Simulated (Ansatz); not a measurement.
# Work function of Au(100): what the settings cost and change

Aim: the work function of Au(100) against thickness and vacuum, with the cost.

Method: plane-wave DFT, PBE, Ansatz PAW, in Ansatz 0.2.0.

## (1) Set-up

The cell holds 1 atom: 1 Au. Its edges and angles: a = 2.885 Å, b = 2.885 Å, c = 18.000 Å, α = 90.0°, β = 90.0°, γ = 90.0°. Vacuum lies along c.

## (2) Run, setting 1 layer

A work function rests on the faint tail of the density, so the SCF threshold is tight. The slab grows from one layer, at fixed mesh and 18 Å of vacuum; then the vacuum is varied on one slab.

The input, input.yaml:

```yaml
crystal:
  lattice:
    - [2.8849956672, 0.0, 0.0]
    - [0.0, 2.8849956672, 0.0]
    - [0.0, 0.0, 18.0]
  atoms:
    - { symbol: Au, position: [0.5, 0.5, 0.5] }
kpoints:
  mp_grid: { grid: [14, 14, 1] }
hamiltonian:
  xc: pbe
scf:
  occupations: { method: fermi_dirac, width: 0.1 }
  convergence: { dr2_threshold: 1.0e-09 }
efield:
  axis: 3
  dipole_correction: true
  ramp_position: 0.97
  ramp_width: 0.06
output:
  write_potential: true
  write_density: true
  volumetric_format: npy
  elf: true
```

Started as:

```sh
$ ansatz run input.yaml --threads 2 --pin off --max-ram 3072MiB --backend cpu --events-out ev --progress --plain --runs-dir out
```

Numbers of over 12 decimals in the logs are rounded to 6 here.

The program printed:

```text
Engine: ansatz 0.2.0, aarch64-unknown-linux-gnu
Pseudopotentials: kind: paw
Pseudopotential: Au, paw, valence charge 19, recommended cutoff 420 eV (normal), Au.paw.azcp
Functional definition: PBE
  parameter kappa = 0.804
  parameter beta = 0.066725
  exchange = pbe_x(kappa = kappa, mu = beta*pi^2/3)
  correlation = pbe_c(beta = beta)
Crystal: 1 atoms, lattice volume = 149.818 Å³
Basis set: ecut = 420 eV, 2905 PW (Γ)
Bands: 14, of which v1, the nominal top of the filled ones, is band 10 counted from 1 (9 counted from 0)
Symmetry: 8 space group operations
k-points: 36 of 196
Non-local potential: Au, projectors of the file, l = 0: 3, l = 1: 2, l = 2: 2, l = 3: 1
PAW form: soft (Blöchl's): semilocal exchange-correlation on the pseudo side does not see the compensation charge
PAW one-centre angular grid: Au, 590 points (default); XC on 64 Gauss nodes
Initial density: superposition of atomic densities (neutral atoms: chi_scale 0, normalization atom), corrected by the library's trained network
Initial wavefunctions: pseudopotential atomic-orbital guess
Functional: x = pbe(κ = 0.804, μ = 0.219515), c = pbe(β = 0.066725)
SCF iter   1: F=—  HF=-13148.533288 eV  |F-HF|=—  |Δ(HF+E_count)|=         —  Δρ=1.28e-3  dr2=2.30e-3  ethr=1.77e-3  p=0.000 e·Å  D=3.62e-15 V/Å  ΔV_dip=-0.00 eV  dr2_dipole=6.95e-13  V_vac-E_F(+/−)=6.13/6.13 eV  ⟨swp⟩=5.7  Hψ=2743  notcnv=0
efield: sawtooth ramp at fractional position 0.9700 (set: `efield.ramp_position`, or a place that a band, a saddle search or an elastic batch's reference lends), width 0.0600; the density the first Hamiltonian is built on has a dipole p = 0.000 e·Å; the dipole correction subtracts the counter field D = 3.62e-15 V/Å, which shifts the + side's vacuum level by -0.00 eV against the − side's; the planar-averaged density in the ramp window peaks in size at 9.7e-6 e/Å³
preconditioner: auto → LDOS  [metal: Δε(μ)=0.209 eV  Ē_g=8.940 eV  σ=0.100 eV  W_gap=0.48  n_scr=10 (ndim 8)  ℏωp=10.1 eV  f_vac=0.771  D(μ)=0.34/eV (n_scr^D=2)  β→1.0]
SCF iter   2: F=—  HF=-13148.535075 eV  |F-HF|=—  |Δ(HF+E_count)|=   1.79e-3  Δρ=1.33e-3  dr2=2.84e-3  ethr=1.21e-5  p=0.000 e·Å  D=6.16e-7 V/Å  ΔV_dip=-0.00 eV  dr2_dipole=8.60e-12  V_vac-E_F(+/−)=5.96/5.96 eV  ⟨swp⟩=3.2  Hψ=1401  notcnv=0  defer=8
SCF iter   3: F=—  HF=-13148.534359 eV  |F-HF|=—  |Δ(HF+E_count)|=   7.16e-4  Δρ=2.49e-4  dr2=8.50e-5  ethr=1.21e-5  p=-0.000 e·Å  D=-7.98e-7 V/Å  ΔV_dip=0.00 eV  dr2_dipole=5.32e-12  V_vac-E_F(+/−)=6.01/6.01 eV  ⟨swp⟩=2.8  Hψ=931  notcnv=0  defer=8
SCF iter   4: F=—  HF=-13148.534329 eV  |F-HF|=—  |Δ(HF+E_count)|=   2.98e-5  Δρ=1.24e-5  dr2=2.57e-7  ethr=4.48e-7  p=0.000 e·Å  D=5.51e-7 V/Å  ΔV_dip=-0.00 eV  dr2_dipole=4.48e-12  V_vac-E_F(+/−)=6.01/6.01 eV  ⟨swp⟩=2.2  Hψ=744  notcnv=0  defer=8
SCF iter   5: F=—  HF=-13148.534336 eV  |F-HF|=—  |Δ(HF+E_count)|=   7.28e-6  Δρ=2.59e-6  dr2=7.25e-9  ethr=1.35e-9  p=-0.000 e·Å  D=-1.29e-6 V/Å  ΔV_dip=0.00 eV  dr2_dipole=2.18e-11  V_vac-E_F(+/−)=6.00/6.00 eV  ⟨swp⟩=2.0  Hψ=792  notcnv=0  defer=8
SCF iter   6: F=-13148.534336 eV  HF=-13148.534336 eV  |F-HF|=6.57e-10  |Δ(HF+E_count)|=   2.86e-9  Δρ=3.65e-7  dr2=7.46e-10  ethr=5.26e-12  p=0.000 e·Å  D=2.80e-6 V/Å  ΔV_dip=-0.00 eV  dr2_dipole=1.07e-10  V_vac-E_F(+/−)=6.00/6.00 eV  ⟨swp⟩=6.5  Hψ=1896  notcnv=0
SCF 1 converged in 6 iterations: F = -13148.534336 eV  dr2 = 7.46e-10
  greatest PAW one-centre occupation: 1.000 electrons in one spin orbital (limit 2), on the Au atom at site 0 (counted from 0), in its partial waves of l = 0
WARN: The output density's exchange-correlation potential varies sharply where the density is thin. Do not read a vacuum level from v_tot or v_xc, or from such a field of the output density. On a cell that repeats whose density bears no net charge and no dipole along the vacuum's axis use v_es (v_loc + v_h of the components); under efield.dipole_correction with no amplitude use v_es + v_field, which holds any externa [...]
SCF converged after 6 iterations
Free energy (F): -13148.534336 eV
Harris-Foulkes:  -13148.534336 eV  (|F-HF|=6.57e-10)
Internal energy: -13148.522401 eV  (E = F + TS)
E sigma→0 (E₀):  -13148.528369 eV
Entropy (-TS):   -0.011935 eV (-11.935 meV/atom)
Fermi energy:    -3.115642 eV
Dipole field:    D = -0.000013 V/Å  (p = -0.000011 e·Å, saw-weighted, corrected)
Work function:   Φ+ = 6.0045 eV   Φ− = 6.0042 eV
Levels:          The Fermi level and band energies are counted from a zero that moves with the ramp; work functions are not
--- Per-component energies (eV) ---
  E_band       = -619.206173
  E_kinetic    = 603.331627
  E_local      = -11869.691234  (includes V_loc(G=0)·N_el)
  E_nonlocal   = 74.957833
  E_hartree    = 5603.647631
  E_xc         = -225.699033
  E_vxc        = -271.860418  (∫ρ·V_xc dr)
  E_paw        = -9707.528159  (= ΣΔE_a)
  E_vpaw       = -363.241164  (= ΣTr[D̂ρ^β])
  E_aug_tail   = 0.001445  (compensation charges beyond the density's cutoff)
  E_efield     = 0.000000  (sawtooth field / dipole correction)
  E_vefield    = 0.000000  (∫n·V_field dr)
  E_ewald      = 2372.457488
  E_smearing   = -0.011935  (= −TS)
  E_closure    = -0.000000  (closes the sum)
  Σ components = -13148.534336   (vs F -13148.534336, Δ=0.00e0)
--- Band table (eV; the first three rows and the last of 36) ---
  k-point 0: bands = [... 6 lower, -5.0155, -4.2666, -4.2666, -3.8777, -0.5108, 2.6019, 3.2656, 3.4234]
  k-point 1: bands = [... 6 lower, -4.9896, -4.3831, -4.2595, -3.9362, -0.3502, 2.6912, 3.3631, 3.5124]
  k-point 2: bands = [... 6 lower, -4.9137, -4.6751, -4.2393, -4.0961, 0.0834, 2.9592, 3.6533, 3.7798]
  k-point 35: bands = [... 6 lower, -5.5223, -4.3292, -3.0065, 3.0210, 3.0210, 3.9006, 7.7737, 9.0060]
```

Wall time 8.3 s (2 threads of Arm Neoverse N1, shared host); peak memory 0.42 GiB.

Numbers from this step:

```yaml
energy_at_zero_smearing: -13148.5284 eV
work_function_upper_face: 6.004 eV
```

Running mean over 2.04 Å of the planar mean; the ramp of the sawtooth is left out. Electron's electrostatic potential energy less the Fermi level against z:

z (Å), electron's electrostatic potential energy less the Fermi level (eV) and a bar from the least value:
```
     2.88       6.00 ##############################
     3.31       6.00 ##############################
     3.74       6.00 ##############################
     4.18       6.00 ##############################
     4.61       6.00 ##############################
     5.04       6.00 ##############################
     5.47       6.00 ##############################
     5.90       5.98 ##############################
     6.19       5.95 ##############################
     6.62       5.82 ##############################
     7.06       5.31 ############################
     7.49       3.42 ########################
     7.92      -0.17 ###############
     8.35      -3.95 ######
     8.78      -6.21 
     9.22      -6.21 
     9.65      -3.95 ######
    10.08      -0.17 ###############
    10.51       3.41 ########################
    10.94       5.31 ############################
    11.38       5.82 ##############################
    11.81       5.95 ##############################
    12.10       5.98 ##############################
    12.53       6.00 ##############################
    12.96       6.00 ##############################
    13.39       6.00 ##############################
    13.82       6.00 ##############################
    14.26       6.00 ##############################
    14.69       6.00 ##############################
    15.12       6.00 ##############################
```

ELF in the ca plane at fractional y = 0.500, with atoms of Au within 0.2 Å of it. It is the smooth field of the valence electrons, not physical close to the nuclei.

Values, 5 rows by 16 columns, each cell a mean:
```
0.00 0.00 0.00 0.00 0.00 0.01 0.09 0.26 0.27 0.12 0.01 0.00 0.00 0.00 0.00 0.00
0.00 0.00 0.00 0.00 0.00 0.02 0.17 0.46 0.51 0.22 0.03 0.00 0.00 0.00 0.00 0.00
0.00 0.00 0.00 0.00 0.00 0.02 0.20 0.52 0.59 0.25 0.03 0.00 0.00 0.00 0.00 0.00
0.00 0.00 0.00 0.00 0.00 0.01 0.15 0.40 0.43 0.19 0.02 0.00 0.00 0.00 0.00 0.00
0.00 0.00 0.00 0.00 0.00 0.00 0.07 0.21 0.23 0.09 0.01 0.00 0.00 0.00 0.00 0.00
```
Columns run along c (18.0 Å), rows up along a (2.9 Å). Atoms in or near the plane, at fractional coordinates: Au at (0.50, 0.50).

Valence density in the ca plane at fractional y = 0.500, with atoms of Au within 0.2 Å of it. It is the smooth field of the valence electrons, not physical close to the nuclei.

Values in units of 1e0 e/Å³, 5 rows by 16 columns, each cell a mean:
```
0.0 0.0 0.0 0.0 0.0 0.0 0.0 0.4 0.5 0.0 0.0 0.0 0.0 0.0 0.0 0.0
0.0 0.0 0.0 0.0 0.0 0.0 0.1 2.9 4.2 0.1 0.0 0.0 0.0 0.0 0.0 0.0
0.0 0.0 0.0 0.0 0.0 0.0 0.1 5.0 7.3 0.1 0.0 0.0 0.0 0.0 0.0 0.0
0.0 0.0 0.0 0.0 0.0 0.0 0.0 1.7 2.4 0.1 0.0 0.0 0.0 0.0 0.0 0.0
0.0 0.0 0.0 0.0 0.0 0.0 0.0 0.2 0.3 0.0 0.0 0.0 0.0 0.0 0.0 0.0
```
Columns run along c (18.0 Å), rows up along a (2.9 Å). Atoms in or near the plane, at fractional coordinates: Au at (0.50, 0.50).

Electrostatic potential energy in the ca plane at fractional y = 0.500, with atoms of Au within 0.2 Å of it. With pseudopotentials it is smooth inside the atoms' cores, unlike the true potential.

Values in eV, 5 rows by 16 columns, each cell a mean:
```
  3   3   3   3   3   3   2  -5  -7   2   3   3   3   3   3   3
  3   3   3   3   3   3   2 -25 -32   1   3   3   3   3   3   3
  3   3   3   3   3   3   2 -30 -36   0   3   3   3   3   3   3
  3   3   3   3   3   3   2 -18 -24   1   3   3   3   3   3   3
  3   3   3   3   3   3   3  -1  -2   2   3   3   3   3   3   3
```
Columns run along c (18.0 Å; values clipped at the 3rd and 97th percentile), rows up along a (2.9 Å). Atoms in or near the plane, at fractional coordinates: Au at (0.50, 0.50).

The work function is 6.004 eV.

## (3) Run, 2 atoms

System of this step: Au(100). The cell holds 2 atoms: 2 Au. Its edges and angles: a = 2.885 Å, b = 2.885 Å, c = 20.040 Å, α = 90.0°, β = 90.0°, γ = 90.0°. Vacuum lies along c.

input.yaml, the sections that differ from step 2:

```yaml
crystal:
  lattice:
    - [2.8849956672, 0.0, 0.0]
    - [0.0, 2.8849956672, 0.0]
    - [0.0, 0.0, 20.04]
  atoms:
    - { symbol: Au, position: [0.5, 0.5, 0.4491017964] }
    - { symbol: Au, position: [0.0, 0.0, 0.5508982036] }
output:
  write_potential: true
  write_density: true
  volumetric_format: npy
# kpoints, hamiltonian, scf, efield: as in step 2
```

The program printed:

```text
[...]
Crystal: 2 atoms, lattice volume = 166.797 Å³
Basis set: ecut = 420 eV, 3255 PW (Γ)
Bands: 23, of which v1, the nominal top of the filled ones, is band 19 counted from 1 (18 counted from 0)
Symmetry: 8 space group operations
k-points: 36 of 196
[...]
k-point 0: bands = [... 15 lower, -2.2184, -1.7822, -1.7350, -1.7350, -1.6273, 1.6281, 4.9651, 5.1042]
  k-point 1: bands = [... 15 lower, -2.3146, -1.8767, -1.6970, -1.6796, -1.6440, 1.8589, 5.0505, 5.2006]
  k-point 2: bands = [... 15 lower, -2.5318, -2.1731, -1.8126, -1.6425, -1.3059, 2.4418, 5.3052, 5.4886]
  k-point 35: bands = [... 15 lower, -2.1187, -1.0040, -1.0040, 3.6311, 3.6311, 5.9050, 5.9050, 7.9020]
[key lines of the parts left out:]
SCF converged after 8 iterations
Free energy (F): -26297.751297 eV
Fermi energy:    -0.115906 eV
Dipole field:    D = 0.000000 V/Å  (p = 0.000000 e·Å, saw-weighted, corrected)
Work function:   Φ+ = 5.3345 eV   Φ− = 5.3345 eV
```

Run time: 15 s. Hardware: 2 threads; peak memory 0.42 GiB.

The work function is 5.334 eV, -0.670 eV from the run “1 layer”, at 1.8 times its CPU time.

## (4) Slab, 3 atoms

System of this step: Au(100). The cell holds 3 atoms: 3 Au. Its edges and angles: a = 2.885 Å, b = 2.885 Å, c = 22.080 Å, α = 90.0°, β = 90.0°, γ = 90.0°. Vacuum lies along c.

input.yaml, the sections that differ from step 3:

```yaml
crystal:
  lattice:
    - [2.8849956672, 0.0, 0.0]
    - [0.0, 2.8849956672, 0.0]
    - [0.0, 0.0, 22.08]
  atoms:
    - { symbol: Au, position: [0.0, 0.0, 0.4076086957] }
    - { symbol: Au, position: [0.5, 0.5, 0.5] }
    - { symbol: Au, position: [0.0, 0.0, 0.5923913043] }
# kpoints, hamiltonian, scf, efield, output: as in step 3
```

The program printed:

```text
[...]
Crystal: 3 atoms, lattice volume = 183.776 Å³
Basis set: ecut = 420 eV, 3565 PW (Γ)
Bands: 35, of which v1, the nominal top of the filled ones, is band 29 counted from 1 (28 counted from 0)
Symmetry: 8 space group operations
k-points: 36 of 196
[...]
k-point 0: bands = [... 25 lower, -0.0416, 0.2097, 0.2505, 0.2505, 1.0183, 3.4438, 6.7950, 7.2051, ... 2 higher]
  k-point 1: bands = [... 25 lower, -0.1410, 0.1002, 0.1556, 0.2920, 1.2135, 3.7239, 6.8802, 7.3063, ... 2 higher]
  k-point 2: bands = [... 25 lower, -0.3332, -0.1403, 0.0378, 0.3288, 1.6730, 4.4103, 7.1312, 7.6087, ... 2 higher]
  k-point 35: bands = [... 25 lower, 0.8890, 0.8901, 4.7174, 4.7174, 7.4412, 7.4960, 7.8812, 7.8812, ... 2 higher]
[key lines of the parts left out:]
SCF converged after 9 iterations
Free energy (F): -39447.080341 eV
Fermi energy:    1.948777 eV
Dipole field:    D = -0.000000 V/Å  (p = -0.000000 e·Å, saw-weighted, corrected)
Work function:   Φ+ = 5.1684 eV   Φ− = 5.1684 eV
```

The job ended after 25 s (2 threads; peak memory 0.5 GiB).

The work function is 5.168 eV, -0.166 eV from the run “2 layers”, at 1.8 times its CPU time.

## (5) Slab, 4 atoms

System of this step: Au(100). The cell holds 4 atoms: 4 Au. Its edges and angles: a = 2.885 Å, b = 2.885 Å, c = 24.120 Å, α = 90.0°, β = 90.0°, γ = 90.0°. Vacuum lies along c.

input.yaml, the sections that differ from step 4:

```yaml
crystal:
  lattice:
    - [2.8849956672, 0.0, 0.0]
    - [0.0, 2.8849956672, 0.0]
    - [0.0, 0.0, 24.12]
  atoms:
    - { symbol: Au, position: [0.5, 0.5, 0.3731343284] }
    - { symbol: Au, position: [0.0, 0.0, 0.4577114428] }
    - { symbol: Au, position: [0.5, 0.5, 0.5422885572] }
    - { symbol: Au, position: [0.0, 0.0, 0.6268656716] }
# kpoints, hamiltonian, scf, efield, output: as in step 4
```

The program printed:

```text
[...]
Crystal: 4 atoms, lattice volume = 200.756 Å³
Basis set: ecut = 420 eV, 3901 PW (Γ)
Bands: 46, of which v1, the nominal top of the filled ones, is band 38 counted from 1 (37 counted from 0)
Symmetry: 8 space group operations
k-points: 36 of 196
[...]
k-point 0: bands = [... 34 lower, 1.2375, 1.6652, 1.7793, 1.8878, 1.8878, 3.1850, 4.9744, 8.4991, ... 4 higher]
  k-point 1: bands = [... 34 lower, 1.3897, 1.5707, 1.7218, 1.7668, 1.9215, 3.4140, 5.2883, 8.5789, ... 4 higher]
  k-point 2: bands = [... 34 lower, 1.4102, 1.4368, 1.6476, 1.7866, 1.9328, 3.9466, 6.0448, 8.8065, ... 4 higher]
  k-point 35: bands = [... 34 lower, 2.5022, 2.5022, 5.8485, 5.8485, 8.2729, 8.2729, 8.8289, 8.8289, ... 4 higher]
[key lines of the parts left out:]
SCF converged after 9 iterations
Free energy (F): -52596.386728 eV
Fermi energy:    3.596924 eV
Dipole field:    D = 0.000000 V/Å  (p = 0.000000 e·Å, saw-weighted, corrected)
Work function:   Φ+ = 5.0947 eV   Φ− = 5.0947 eV
```

It took 39 s on 2 threads; peak memory 0.59 GiB.

The work function is 5.095 eV, -0.074 eV from the run “3 layers”, at 1.5 times its CPU time.

## (6) Run, 5 atoms

System of this step: Au(100). The cell holds 5 atoms: 5 Au. Its edges and angles: a = 2.885 Å, b = 2.885 Å, c = 26.160 Å, α = 90.0°, β = 90.0°, γ = 90.0°. Vacuum lies along c.

input.yaml, the sections that differ from step 5:

```yaml
crystal:
  lattice:
    - [2.8849956672, 0.0, 0.0]
    - [0.0, 2.8849956672, 0.0]
    - [0.0, 0.0, 26.16]
  atoms:
    - { symbol: Au, position: [0.0, 0.0, 0.3440366972] }
    - { symbol: Au, position: [0.5, 0.5, 0.4220183486] }
    - { symbol: Au, position: [0.0, 0.0, 0.5] }
    - { symbol: Au, position: [0.5, 0.5, 0.5779816514] }
    - { symbol: Au, position: [0.0, 0.0, 0.6559633028] }
# kpoints, hamiltonian, scf, efield, output: as in step 5
```

The program printed:

```text
[...]
Crystal: 5 atoms, lattice volume = 217.735 Å³
Basis set: ecut = 420 eV, 4227 PW (Γ)
Bands: 57, of which v1, the nominal top of the filled ones, is band 48 counted from 1 (47 counted from 0)
Symmetry: 8 space group operations
k-points: 36 of 196
[...]
k-point 0: bands = [... 44 lower, 2.8028, 3.0659, 3.1201, 3.2606, 3.2606, 4.9147, 6.2772, 9.7352, ... 5 higher]
  k-point 1: bands = [... 44 lower, 2.9374, 2.9774, 3.0590, 3.2659, 3.2846, 5.1678, 6.6155, 9.8184, ... 5 higher]
  k-point 2: bands = [... 44 lower, 2.8501, 2.8726, 3.0833, 3.2744, 3.6731, 5.7540, 7.4220, 10.0546, ... 5 higher]
  k-point 35: bands = [... 44 lower, 3.8652, 6.9097, 6.9097, 8.8383, 8.8383, 10.0387, 10.0413, 10.5883, ... 5 higher]
[key lines of the parts left out:]
SCF converged after 9 iterations
Free energy (F): -65745.704083 eV
Fermi energy:    4.965039 eV
Dipole field:    D = 0.000000 V/Å  (p = 0.000000 e·Å, saw-weighted, corrected)
Work function:   Φ+ = 5.0466 eV   Φ− = 5.0466 eV
```

It took 46 s on 2 threads; peak memory 0.7 GiB; 90 s of CPU time.

The work function is 5.047 eV, -0.048 eV from the run “4 layers”, at 1.2 times its CPU time.

## (7) Run, 6 atoms

System of this step: Au(100). The cell holds 6 atoms: 6 Au. Cell: a = 2.885 Å, b = 2.885 Å, c = 28.200 Å, α = 90.0°, β = 90.0°, γ = 90.0°. Vacuum lies along c.

input.yaml, the sections that differ from step 6:

```yaml
crystal:
  lattice:
    - [2.8849956672, 0.0, 0.0]
    - [0.0, 2.8849956672, 0.0]
    - [0.0, 0.0, 28.2]
  atoms:
    - { symbol: Au, position: [0.5, 0.5, 0.3191489362] }
    - { symbol: Au, position: [0.0, 0.0, 0.3914893617] }
    - { symbol: Au, position: [0.5, 0.5, 0.4638297872] }
    - { symbol: Au, position: [0.0, 0.0, 0.5361702128] }
    - { symbol: Au, position: [0.5, 0.5, 0.6085106383] }
    - { symbol: Au, position: [0.0, 0.0, 0.6808510638] }
# kpoints, hamiltonian, scf, efield, output: as in step 6
```

The program printed:

```text
[...]
Crystal: 6 atoms, lattice volume = 234.714 Å³
Basis set: ecut = 420 eV, 4571 PW (Γ)
Bands: 69, of which v1, the nominal top of the filled ones, is band 57 counted from 1 (56 counted from 0)
Symmetry: 8 space group operations
k-points: 36 of 196
[...]
k-point 0: bands = [... 53 lower, 4.0660, 4.1726, 4.2157, 4.2421, 4.4029, 4.4029, 6.3154, 7.3773, ... 8 higher]
  k-point 1: bands = [... 53 lower, 3.9818, 4.1334, 4.1745, 4.1824, 4.4174, 4.7153, 6.5868, 7.7333, ... 8 higher]
  k-point 2: bands = [... 53 lower, 4.0166, 4.0171, 4.0479, 4.2836, 4.3902, 5.3306, 7.2152, 8.5773, ... 8 higher]
  k-point 35: bands = [... 53 lower, 4.9986, 7.8391, 7.8391, 9.4205, 9.4205, 11.0780, 11.0780, 11.2444, ... 8 higher]
[key lines of the parts left out:]
SCF converged after 9 iterations
Free energy (F): -78895.007303 eV
Fermi energy:    6.103524 eV
Dipole field:    D = 0.000000 V/Å  (p = 0.000001 e·Å, saw-weighted, corrected)
Work function:   Φ+ = 5.0593 eV   Φ− = 5.0593 eV
```

Wall time 64 s (2 threads); peak memory 0.83 GiB; 2.1 min of CPU time.

The work function is 5.059 eV, +0.013 eV from the run “5 layers”, at 1.4 times its CPU time.

[end of part 1 of 2]

[Logs are printed without paths, hosts, clocks, repeated set-up lines and the standing remarks that a program may print on its own settings, such as how far it seeks lower states.]

[Hosts, paths, dates, database ids (printed as entryN), source tags and the programs' standing remarks are cut or masked in the printed files.]

[Maps of the electrostatic potential energy from Ansatz leave out the sawtooth potential of an applied field or a dipole correction, so their vacuum need not be flat; planar profiles and work functions include it.]
